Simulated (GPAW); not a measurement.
Consider NaMgF3 (Pm-3m).

```xyz
5
Lattice="3.9508 0.0000 0.0000 0.0000 3.9508 0.0000 0.0000 0.0000 3.9508" Properties=species:S:1:pos:R:3 pbc="T T T"
Mg    1.9754    1.9754    1.9754
Na    0.0000    0.0000    0.0000
F     0.0000    1.9754    1.9754
F     1.9754    0.0000    1.9754
F     1.9754    1.9754    0.0000
```

Absorber: atom 1, with 6 F at 1.98 Å (octahedral, site symmetry m-3m). Method: GPAW, LDA, full core hole (charged cell), 20-atom cell with 6.8 Å between holes, 4×4×4 k points, dipole transitions, Gaussian full width 0.9 eV up to 4 eV, rising linearly to 3.5 eV at 25 eV.

Q: Predict the near-edge structure at the Mg K edge.

Main maxima up to 24 eV above the zero (height): 6.0 eV (2.39), 8.5 eV (3.18) and 15.3 eV (1.12). A K edge sees empty p states on the absorber. The total-energy difference plus the lowest empty eigenvalue puts the zero at 1308.99 eV. One term is added: -12.89 eV, since the hole is spin-paired here and a spin-polarised one costs that much less in the free atom (computed apart). The photon energy is then 1296.10 eV. The tabulated edge of the element is 1303 eV. The functional and the charged cell's background leave an error in such absolute values: in the free atom LDA prices this hole 6.5 eV below PBE (computed apart), and PBE is itself good to a few eV.

The Mg K spectrum (energy from the lowest empty level; intensity scaled to a mean of 1 over the first 20 eV):

```
E (eV)  intensity
  -2.0       0.00
  -1.5       0.00
  -1.0       0.00
  -0.5       0.00
   0.0       0.00
   0.5       0.01
   1.0       0.01
   1.5       0.02
   2.0       0.08
   2.5       0.21
   3.0       0.33
   3.5       0.44
   4.0       0.67
   4.5       0.92
   5.0       1.42
   5.5       2.14
   6.0       2.39
   6.5       2.17
   7.0       1.69
   7.5       1.83
   8.0       2.72
   8.5       3.18
   9.0       2.71
   9.5       1.81
  10.0       1.10
  10.5       0.73
  11.0       0.58
  11.5       0.54
  12.0       0.62
  12.5       0.76
  13.0       0.88
  13.5       0.95
  14.0       0.99
  14.5       1.05
  15.0       1.11
  15.5       1.11
  16.0       1.03
  16.5       0.89
  17.0       0.73
  17.5       0.58
  18.0       0.46
  18.5       0.36
  19.0       0.28
  19.5       0.22
  20.0       0.19
  20.5       0.18
  21.0       0.18
  21.5       0.19
  22.0       0.20
  22.5       0.22
  23.0       0.24
  23.5       0.27
  24.0       0.31
  24.5       0.36
  25.0       0.42
  25.5       0.49
  26.0       0.57
  26.5       0.63
  27.0       0.68
  27.5       0.72
  28.0       0.74
  28.5       0.74
  29.0       0.73
  29.5       0.72
  30.0       0.70
  30.5       0.67
  31.0       0.64
  31.5       0.60
  32.0       0.55
```

The mesh is coarse (0.28 Å⁻¹ between points), so small maxima may be mesh ripples. Lifetime broadening is put in by hand, and intensities beyond about 20 eV depend on it and on the partial waves; weight that the partial waves miss at high energy is lost. The structure is a computed Materials Project entry and may be a hypothetical form.

[Banner, clock and machine lines of the logs are left out without a mark of their own.]

[Logs are printed without paths, hosts, clocks, repeated set-up lines and the standing remarks that a program may print on its own settings, such as how far it seeks lower states.]

[Hosts, paths, dates, database ids (printed as entryN), source tags and the programs' standing remarks are cut or masked in the printed files.]

[Lists of maxima count a maximum above −3 eV only where it reaches 4 % of the highest in the window and stands out from its surroundings by 2 % of it (1.5 % where it reaches 55 %); shoulders and weaker maxima are passed over, and of the rest the first, up to two pre-edge ones and the few strongest are named.]
